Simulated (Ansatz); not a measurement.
# A low-energy model for KNiF3 (Pm-3m): bands, U and J, part 2 of 2

Wanted: the parameters of a Hubbard-Kanamori model for KNiF3 (Pm-3m).

Ansatz 0.2.0; non-magnetic LDA, then constrained RPA, plane waves, PAW.

So far. Step 3 (Constrained RPA: Ni d, bands v4 to c1, 4×4×4 mesh …): On the Ni d shell, screening brings the on-site interaction from 23.3 eV down to U = 8.12 eV.

The database entry behind the starting cell differs from later determinations by our own check (about 0.35 % short), so it need not match the best structure at ambient conditions.

## (4) Constrained RPA: Ni d + anion p, bands v13 to c1, 4×4×4 mesh, medium accuracy

Level of this step: constrained RPA on LDA, plane waves, PAW (Ansatz).

The input, input.yaml:

```yaml
crystal:
  lattice:
    - [0.0, 0.0, -4.0]
    - [0.0, -4.0, 0.0]
    - [-4.0, 0.0, 0.0]
  atoms:
    - { symbol: K, position: [0.0, 0.0, 0.0] }
    - { symbol: Ni, position: [0.5, 0.5, 0.5] }
    - { symbol: F, position: [0.5, 0.5, 0.0] }
    - { symbol: F, position: [0.0, 0.5, 0.5] }
    - { symbol: F, position: [0.5, 0.0, 0.5] }
kpoints:
  mp_grid: { grid: [6, 6, 6] }
hamiltonian:
  xc: lda
scf:
  occupations: { method: gaussian, width: 0.08 }
  n_extra_bands: 19
  max_iter: 150
  lower_state_search: "off"
output:
  crpa:
    kmesh: [4, 4, 4]
    target_bands: [v13, c1]
    projections: [{ species: Ni, l: d, shell: 3 }, { species: F, l: p, shell: 2 }]
  local_orbitals:
    kmesh: [8, 8, 8]
    orbitals: [{ species: Ni, l: d, shell: 3 }, { species: F, l: p, shell: 2 }]
    window: { bands: [v13, c1] }
    seedname: lo
```

Command:

```
ansatz run input.yaml --threads 4 --pin off --max-ram 9216MiB --backend cpu --events-out ev --progress --plain --runs-dir out
```

Numbers of over 12 decimals in the logs are rounded to 6 here.

What it wrote:

```text
[...]
Crystal: 5 atoms, lattice volume = 64.000 Å³
Basis set: ecut = 420 eV, 1237 PW (Γ)
Bands: 43, of which v1, the nominal top of the filled ones, is band 24 counted from 1 (23 counted from 0)
Symmetry: 48 space group operations
[...]
k-points: 20 of 216
[...]
SCF iter   1: F=—  HF=-9653.073628 eV  |F-HF|=—  |Δ(HF+E_count)|=         —  Δρ=2.22e-2  dr2=2.00e-1  ethr=1.77e-3  ⟨swp⟩=5.3  Hψ=3717  notcnv=0  defer=160
[...]
SCF iter   8: F=-9653.009357 eV  HF=-9653.009357 eV  |F-HF|=8.73e-10  |Δ(HF+E_count)|=   2.08e-8  Δρ=2.34e-6  dr2=1.82e-9  ethr=2.08e-10  ⟨swp⟩=9.2  Hψ=4124  notcnv=0
SCF 1 converged in 8 iterations: F = -9653.009357 eV  dr2 = 1.82e-9
[...]
cRPA screening: q 1/64
cRPA screening: q 2/64
cRPA screening: q 8/64 (q-point 3)
cRPA screening: q 11/64 (q-point 6)
cRPA screening: q 17/64 (q-point 7)
cRPA screening: q 29/64 (q-point 8)
cRPA screening: q 35/64 (q-point 11)
cRPA screening: q 38/64 (q-point 22)
cRPA screening: q 40/64 (q-point 23)
cRPA screening: q 46/64 (q-point 24)
cRPA screening: q 52/64 (q-point 27)
cRPA screening: q 58/64 (q-point 28)
cRPA screening: q 64/64 (q-point 43)
SCF converged after 8 iterations
Free energy (F): -9653.009357 eV
[...]
Internal energy: -9653.003718 eV  (E = F + TS)
E sigma→0 (E₀):  -9653.006538 eV
Entropy (-TS):   -0.005639 eV (-1.128 meV/atom)
Fermi energy:    6.484841 eV
[...]
--- Band table (eV; the first three rows and the last of 20) ---
  k-point 0: bands = [... 20 lower, 5.3206, 5.3206, 5.3206, 5.6224, 5.6224, 9.7488, 13.2834, 13.2834, ... 15 higher]
  k-point 1: bands = [... 20 lower, 5.3250, 5.4793, 5.4793, 5.6232, 5.9463, 10.2561, 13.5190, 13.5545, ... 15 higher]
  k-point 2: bands = [... 20 lower, 5.3337, 5.6247, 5.7620, 5.7620, 6.4001, 11.5311, 13.8025, 14.0168, ... 15 higher]
  k-point 19: bands = [... 20 lower, 6.1675, 6.1675, 6.1675, 7.6731, 7.6731, 13.4860, 13.4860, 13.4860, ... 15 higher]
[...]
χ-basis size per q: N_G = 208..251
[...]
Each shell's averages of U are screened by what lies outside the whole window alone: parameters of one model of all the shells.
[...]
screened: U = 11.3762 eV, U' = 9.8183 eV, J = 0.7860 eV
      screened, to within: U = 3.7e-2 eV, U' = 3.7e-2 eV, J = 1.3e-3 eV
      bare: V = 26.6556 eV, V' = 24.7849 eV, J = 0.9309 eV
    Site 2, 2P, 3 of 3 p orbitals (Wannier functions 6, 7, 8; wannier90's mr 1, 2, 3):
      screened: U = 10.0412 eV, U' = 8.3028 eV, J = 0.8596 eV
      screened, to within: U = 2.6e-2 eV, U' = 2.6e-2 eV, J = 1.3e-3 eV
      bare: V = 22.4250 eV, V' = 20.2641 eV, J = 1.0704 eV
    Site 3, 2P, 3 of 3 p orbitals (Wannier functions 9, 10, 11; wannier90's mr 1, 2, 3):
      screened: U = 10.0412 eV, U' = 8.3028 eV, J = 0.8596 eV
      screened, to within: U = 2.6e-2 eV, U' = 2.6e-2 eV, J = 1.3e-3 eV
      bare: V = 22.4250 eV, V' = 20.2641 eV, J = 1.0704 eV
    Site 4, 2P, 3 of 3 p orbitals (Wannier functions 12, 13, 14; wannier90's mr 1, 2, 3):
      screened: U = 10.0412 eV, U' = 8.3028 eV, J = 0.8596 eV
      screened, to within: U = 2.6e-2 eV, U' = 2.6e-2 eV, J = 1.3e-3 eV
      bare: V = 22.4250 eV, V' = 20.2641 eV, J = 1.0704 eV
[...]
```

The job ended after 2.4 min (4 threads of Arm Neoverse V2, shared host; peak memory 0.71 GiB; 9.2 min of CPU time).

This step gave:

* U: 11.38 eV
* U prime (inter-orbital): 9.818 eV
* J: 0.7860 eV
* bare V: 26.66 eV
* bare J: 0.9309 eV
* stated bound on U: 0.03615 eV
* U over bare V: 0.4268
* electrons in the window: 26.00
* head of the constrained inverse dielectric matrix: 0.4626
* least eigenvalue of the projection's overlap: 0.7988
* target functions: 14
* bands in the sums: 50
* r.m.s. miss of the model bands: 1.26e-4 eV
* width of the target bands: 9.012 eV
* weight of the projected orbitals in the window: 0.9746

On the Ni d shell, screening brings the on-site interaction from 26.7 eV down to U = 11.38 eV.

Kanamori averages over each shell's functions. Crpa shells, by row:

```
site  element  shell  orbitals  U (eV)  U' (eV)  J (eV)  bare V (eV)  bare V' (eV)  bare J (eV)  bound on U (eV)
   2       Ni     3D         5   11.38    9.818   0.786        26.66         24.78       0.9309          0.03615
   3        F     2P         3   10.04    8.303  0.8596        22.43         20.26         1.07          0.02511
   4        F     2P         3   10.04    8.303  0.8596        22.43         20.26         1.07          0.02511
   5        F     2P         3   10.04    8.303  0.8596        22.43         20.26         1.07          0.02511
```

Density-density elements U_iijj, eV. U matrix, by row:

```
   orbital  Ni2 dz2  Ni2 dxz  Ni2 dyz  Ni2 dx2-y2  Ni2 dxy  F3 pz  F3 px  F3 py  F4 pz  F4 px  F4 py  F5 pz  F5 px  F5 py
   Ni2 dz2    11.74    10.18    10.18       9.776    9.543  3.303  3.622  3.295  3.864   3.46   3.46  3.303  3.295  3.622
   Ni2 dxz    10.18    11.13    9.528       9.757    9.528  3.412  3.752  3.386  3.752  3.412  3.386  3.235  3.235  3.526
   Ni2 dyz    10.18    9.528    11.13       9.757    9.528  3.235  3.526  3.235  3.752  3.386  3.412  3.412  3.386  3.752
Ni2 dx2-y2    9.776    9.757    9.757       11.74     10.4  3.403  3.783   3.41  3.542  3.245  3.245  3.403   3.41  3.783
   Ni2 dxy    9.543    9.528    9.528        10.4    11.13  3.386  3.752  3.412  3.526  3.235  3.235  3.386  3.412  3.752
     F3 pz    3.303    3.412    3.235       3.403    3.386  10.16  8.255  8.398  2.455  2.465  2.384  2.325  2.384  2.391
     F3 px    3.622    3.752    3.526       3.783    3.752  8.255  9.809  8.255  2.483  2.455  2.391  2.391  2.455  2.483
     F3 py    3.295    3.386    3.235        3.41    3.412  8.398  8.255  10.16  2.391  2.384  2.325  2.384  2.465  2.455
     F4 pz    3.864    3.752    3.752       3.542    3.526  2.455  2.483  2.391  9.809  8.255  8.255  2.455  2.391  2.483
     F4 px     3.46    3.412    3.386       3.245    3.235  2.465  2.455  2.384  8.255  10.16  8.398  2.384  2.325  2.391
     F4 py     3.46    3.386    3.412       3.245    3.235  2.384  2.391  2.325  8.255  8.398  10.16  2.465  2.384  2.455
     F5 pz    3.303    3.235    3.412       3.403    3.386  2.325  2.391  2.384  2.455  2.384  2.465  10.16  8.398  8.255
     F5 px    3.295    3.235    3.386        3.41    3.412  2.384  2.455  2.465  2.391  2.325  2.384  8.398  10.16  8.255
     F5 py    3.622    3.526    3.752       3.783    3.752  2.391  2.483  2.455  2.483  2.391  2.455  8.255  8.255  9.809
```

Exchange elements U_ijji, eV. J matrix, by row:

```
   orbital  Ni2 dz2  Ni2 dxz  Ni2 dyz  Ni2 dx2-y2  Ni2 dxy  F3 pz  F3 px  F3 py  F4 pz  F4 px  F4 py  F5 pz  F5 px  F5 py
   Ni2 dz2        -    0.627    0.627       0.984    0.963  0.006  0.025  0.006  0.074  0.018  0.018  0.006  0.006  0.025
   Ni2 dxz    0.627        -    0.814       0.851    0.814  0.018  0.036  0.003  0.036  0.018  0.003  0.002  0.002   0.01
   Ni2 dyz    0.627    0.814        -       0.851    0.814  0.002   0.01  0.002  0.036  0.003  0.018  0.018  0.003  0.036
Ni2 dx2-y2    0.984    0.851    0.851           -    0.515  0.014  0.058  0.014  0.009  0.002  0.002  0.014  0.014  0.058
   Ni2 dxy    0.963    0.814    0.814       0.515        -  0.003  0.036  0.018   0.01  0.002  0.002  0.003  0.018  0.036
     F3 pz    0.006    0.018    0.002       0.014    0.003      -  0.849   0.88  0.005  0.005  0.002  0.001  0.002  0.002
     F3 px    0.025    0.036     0.01       0.058    0.036  0.849      -  0.849  0.009  0.005  0.002  0.002  0.005  0.009
     F3 py    0.006    0.003    0.002       0.014    0.018   0.88  0.849      -  0.002  0.002  0.001  0.002  0.005  0.005
     F4 pz    0.074    0.036    0.036       0.009     0.01  0.005  0.009  0.002      -  0.849  0.849  0.005  0.002  0.009
     F4 px    0.018    0.018    0.003       0.002    0.002  0.005  0.005  0.002  0.849      -   0.88  0.002  0.001  0.002
     F4 py    0.018    0.003    0.018       0.002    0.002  0.002  0.002  0.001  0.849   0.88      -  0.005  0.002  0.005
     F5 pz    0.006    0.002    0.018       0.014    0.003  0.001  0.002  0.002  0.005  0.002  0.005      -   0.88  0.849
     F5 px    0.006    0.002    0.003       0.014    0.018  0.002  0.005  0.005  0.002  0.001  0.002   0.88      -  0.849
     F5 py    0.025     0.01    0.036       0.058    0.036  0.002  0.009  0.005  0.009  0.002  0.005  0.849  0.849      -
```

Projected local orbitals of the target window. Electronic bands along the path, in eV, zero at the Fermi level; # counts the bands kept:

```
    point    #10    #11    #12    #13    #14
        Γ  -1.16  -1.16  -1.16  -0.86  -0.86
  halfway  -1.16  -0.86  -0.86  -0.86  -0.29
        X  -1.15  -0.86  -0.59  -0.59   0.09
  halfway  -0.85  -0.59  -0.57  -0.48   0.62
        M  -0.59  -0.59  -0.49  -0.34   1.19
  halfway  -0.87  -0.84  -0.69  -0.60   0.17
        Γ  -1.16  -1.16  -1.16  -0.86  -0.86
  halfway  -0.69  -0.66  -0.66   0.16   0.16
        R  -0.32  -0.32  -0.32   1.19   1.19
  halfway  -0.67  -0.48  -0.46   0.15   0.75
        X  -1.15  -0.86  -0.59  -0.59   0.09
jump to R  -0.32  -0.32  -0.32   1.19   1.19
  halfway  -0.46  -0.46  -0.33   0.40   1.19
        M  -0.59  -0.59  -0.49  -0.34   1.19
```

The same for Kohn-Sham, solved directly:

| point | #10 | #11 | #12 | #13 | #14 |
| --- | --- | --- | --- | --- | --- |
| Γ | -1.16 | -1.16 | -1.16 | -0.86 | -0.86 |
| X | -1.15 | -0.86 | -0.59 | -0.59 | 0.09 |
| M | -0.59 | -0.59 | -0.49 | -0.34 | 1.19 |
| Γ | -1.16 | -1.16 | -1.16 | -0.86 | -0.86 |
| R | -0.32 | -0.32 | -0.32 | 1.19 | 1.19 |
| X | -1.15 | -0.86 | -0.59 | -0.59 | 0.09 |
| R | -0.32 | -0.32 | -0.32 | 1.19 | 1.19 |
| M | -0.59 | -0.59 | -0.49 | -0.34 | 1.19 |

Onsite levels, by row:

| orbital | level less Fermi level (eV) |
| --- | --- |
| Ni2 dz2 | -0.9862 |
| Ni2 dxz | -1.08 |
| Ni2 dyz | -1.08 |
| Ni2 dx2-y2 | -0.9862 |
| Ni2 dxy | -1.08 |
| F3 pz | -4.213 |
| F3 px | -5.384 |
| F3 py | -4.213 |
| F4 pz | -5.384 |
| F4 px | -4.213 |
| F4 py | -4.213 |
| F5 pz | -4.213 |
| F5 px | -4.213 |
| F5 py | -5.384 |

Largest distinct elements between sites. Hoppings, by row:

| from | to | cell | distance (Å) | t (eV) |
| --- | --- | --- | --- | --- |
| Ni2 dz2 | F4 pz | 1 0 0 | 2 | -1.337 |
| Ni2 dx2-y2 | F5 py | 0 1 0 | 2 | 1.158 |
| F3 px | Ni2 dz2 | 0 0 0 | 2 | -0.6687 |
| Ni2 dyz | F5 pz | 0 1 0 | 2 | 0.6348 |
| F3 px | F5 py | 0 1 -1 | 2.828 | -0.3492 |
| F3 py | F5 px | 0 0 -1 | 2.828 | 0.1899 |
| F4 px | F3 px | 0 0 0 | 2.828 | 0.1799 |
| F4 px | F5 px | 0 1 0 | 2.828 | -0.0579 |
| F5 px | F5 px | 0 -1 0 | 4 | -0.0454 |
| Ni2 dz2 | Ni2 dz2 | 1 0 0 | 4 | 0.0403 |
| F4 pz | F4 pz | 1 0 0 | 4 | -0.0363 |
| Ni2 dx2-y2 | Ni2 dx2-y2 | 0 0 -1 | 4 | 0.0301 |

## (5) The windows together

Times are wall times on 4 threads of Arm Neoverse V2, shared host, good to a factor of about two.

```
        target   bands  functions  width (eV)  bare V (eV)  U (eV)  U′ (eV)  J (eV)   U/V     time
          Ni d   v4–c1          5        2.35        23.27    8.12     6.83    0.65  0.35     50 s
Ni d + anion p  v13–c1         14        9.01        26.66   11.38     9.82    0.79  0.43  2.4 min
```

## (6) What came out

| Quantity | Value |
| --- | --- |
| Ni d | U 8.12 eV, U′ 6.83 eV, J 0.65 eV, bare V 23.3 eV |
| Ni d + anion p | U 11.38 eV, U′ 9.82 eV, J 0.79 eV, bare V 26.7 eV |
| method | constrained RPA on non-magnetic LDA, 4×4×4 mesh, static; search for lower states off |

What this shows: For Ni d, screening cuts the on-site interaction from 23.27 eV to 8.12 eV (35 %), while J goes only from 0.78 eV to 0.65 eV: the monopole is screened far more than the multipoles. U − 2J differs from U′ by +0.001 eV, so the Kanamori relation holds well. U is 3.5 times the width of the target bands. With the window Ni d + anion p U becomes 11.38 eV and the bare V 26.66 eV, so U/V goes from 0.35 to 0.43. The parent state is non-magnetic and the interaction static (zero frequency); U depends on the window and the orbitals, so it belongs to this model alone. The bands cross the Fermi level under this constraint, which need not be the crystal's state: magnetic order, correlation or a lattice distortion may open a gap. A window that holds the anion p bands defines a model with explicit ligands; its U belongs to that model and is not the U of DFT+U.

[Paths, hosts, dates, memory and timing lines, banners, echoed tables and standing remarks are left out of the program output.]

[Logs are printed without paths, hosts, clocks, repeated set-up lines and the standing remarks that a program may print on its own settings, such as how far it seeks lower states.]

[Runs of the session that timed out or met a known fault of the program may be left out.]

[Hosts, paths, dates, database ids (printed as entryN), source tags and the programs' standing remarks are cut or masked in the printed files.]
